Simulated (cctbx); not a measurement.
# A disordered crystal of nominal BaNd2CuS5

Cell a = 7.9820 Å, b = 7.9820 Å, c = 13.7120 Å, α = 90.00°, β = 90.00°, γ = 90.00°; space group I4/mcm (no. 140); nominal formula BaNd2CuS5.

Simulated single-crystal data (cctbx): Mo Kα, λ = 0.71073 Å, to d = 0.8 Å, 70 % of the full sphere, strongest reflection 20000 counts, noise from counting, a 6 % proportional error and a noise floor of 4 counts (s.d.); no absorption.

With every site full:

```text
Rint 0.047, 258 unique reflections to 0.80 A
cycle     R1     wR2    GooF  max shift (A)
   1  0.1122  0.2520   8.860   0.00230
   2  0.0124  0.0323   1.135   0.00000
final R1 0.0124 wR2 0.0323 GooF 1.135  parameters 16  data/parameter 16.1
atom        x        y        z      Ueq    occ   su(xyz)  su(Uiso or U11)
Nd1    0.83833  0.66167  0.00000   0.0046  1.000  0.00002  0.0001
Ba1    0.50000  0.50000  0.25000   0.0067  1.000  0.00000  0.0002
Cu1    0.50000  0.00000  0.25000   0.0055  1.000  0.00000  0.0003
S1     0.00000  0.00000  0.00000   0.0103  1.000  0.00000  0.0006
S2     0.15160  0.65160  0.13164   0.0088  1.000  0.00009  0.0003
difference map: max 0.61 min -0.84 rms 0.17
Q1    0.0000  0.5000  0.1184    8    0.64  1.72 A from S2
Q2    0.1866  0.3134  0.1051   16    0.51  1.47 A from Nd1
Q3    0.1088  0.3912  0.0000    8    0.51  0.60 A from Nd1
Q4    0.2061  0.2939  0.0272   16    0.48  0.62 A from Nd1
Q5    0.1219  0.3781  0.2069   16    0.47  1.50 A from Cu1
Q6    0.0202  0.1893  0.1170   32    0.43  1.88 A from S2
```

With the occupancies of the suspect sites free, each still typed as its main element:

```text
Rint 0.047, 258 unique reflections to 0.80 A
cycle     R1     wR2    GooF  max shift (A)
   1  0.0573  0.1392   4.905   0.00017
  14  0.0116  0.0276   0.971   0.00002
final R1 0.0116 wR2 0.0275 GooF 0.970  parameters 17  data/parameter 15.2
atom        x        y        z      Ueq    occ   su(xyz)  su(Uiso or U11)
Nd1    0.83834  0.66166  0.00000   0.0046  1.000  0.00002  0.0001
Ba1    0.50000  0.50000  0.25000   0.0067  1.000  0.00000  0.0002
Cu1    0.50000  0.00000  0.25000   0.0056  1.000  0.00000  0.0002
S1     0.00000  0.00000  0.00000   0.0104  1.000  0.00000  0.0005
S2     0.15153  0.65153  0.13165   0.0063  0.949  0.00008  0.0004
su of occupancy S2: 0.006
difference map: max 0.59 min -0.71 rms 0.15
Q1    0.0000  0.5000  0.1185    8    0.62  1.72 A from S2
Q2    0.1081  0.3919  0.0000    8    0.50  0.60 A from Nd1
Q3    0.1900  0.3100  0.1053   16    0.47  1.48 A from Nd1
Q4    0.1214  0.3786  0.2065   16    0.43  1.49 A from Cu1
Q5    0.2063  0.2937  0.0288   16    0.42  0.64 A from Nd1
Q6    0.2048  0.2952  0.5000    8    0.41  1.51 A from Nd1
```

**Question.** What is the disorder?

X-rays count electrons. S2 refines to 0.949(0.006), or 15.2 electrons; the site truly holds 0.94 S, 15.0 electrons, which is 0.940 of S. A value under 1 can't tell vacancies from a lighter guest, and one over 1 needs a heavier guest; chemistry or a second radiation must settle which. Occupancy correlates with U and the scale, so the match is approximate.

Freeing them takes R1 from 0.0124 to 0.0116 and GooF from 1.14 to 0.97.

This is a model crystal, built by substitution and not relaxed, with assumed displacement parameters.

[Middle refinement cycles are left out of these outputs.]

[Logs are printed without paths, hosts, clocks, repeated set-up lines and the standing remarks that a program may print on its own settings, such as how far it seeks lower states.]
